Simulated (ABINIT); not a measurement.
Planning a run of ABINIT 10.8.3 on SiC (F-43m). The input:

```
acell 3*1.0 Angstrom
rprim 
  -0.000000000000 2.179000000000 2.179000000000
  2.179000000000 0.000000000000 2.179000000000
  2.179000000000 2.179000000000 -0.000000000000
ntypat 2
znucl 14 6
natom 2
typat 1 2
xred 
  0.000000000000 0.000000000000 0.000000000000
  0.250000000000 0.250000000000 0.250000000000
pp_dirpath "pseudos"
pseudos "Si.upf, C.upf"
ecut 37
ngkpt 4 4 4
nshiftk 1
shiftk 0 0 0
kptopt 1
chksymbreak 0
istwfk *1
occopt 1
irdwfk 1
optdriver 4
nband 19
gwcalctyp 28
ecutsigx 37
symsigma 0
nkptgw 8
kptgw 
  0.0000000000 0.0000000000 0.0000000000
  0.2500000000 0.0000000000 0.0000000000
  0.5000000000 0.0000000000 0.0000000000
  0.2500000000 0.2500000000 0.0000000000
  0.5000000000 0.2500000000 0.0000000000
  -0.2500000000 0.2500000000 0.0000000000
  0.5000000000 0.5000000000 0.0000000000
  -0.2500000000 0.5000000000 0.2500000000
bdgw 
  1 14
  1 14
  1 14
  1 14
  1 14
  1 14
  1 14
  1 14
ecuteps 4
irdscr 1
ppmodel 1
indata_prefix "in"
outdata_prefix "out"
tmpdata_prefix "tmp"
```

```sh
OMP_NUM_THREADS=1 mpirun -n 4 abinit run.abi > log
```

Q: How long will it take on 4 MPI ranks of Intel Xeon Platinum 8375C at 2.90GHz (Ice Lake), shared host, and how much memory?

It took 18 s; on shared hardware allow 8.8 s to 35 s. Peak host memory was 0.59 GiB.

[Paths, hosts, dates, memory and timing lines, banners, echoed tables and standing remarks are left out of the program output.]

[Logs are printed without paths, hosts, clocks, repeated set-up lines and the standing remarks that a program may print on its own settings, such as how far it seeks lower states.]

[Runs of the session that timed out or met a known fault of the program may be left out.]

[Hosts, paths, dates, database ids (printed as entryN), source tags and the programs' standing remarks are cut or masked in the printed files.]

[G0W0 gaps are taken among the corrected bands and points alone; a level outside them can change the order at an edge.]

[Where Ansatz stands beside ABINIT at settings called matched, ABINIT's density can come from a denser mesh and the files from another edition; pairs whose starting gaps differed by over 0.03 eV were left out, so agreement reads better than it is.]
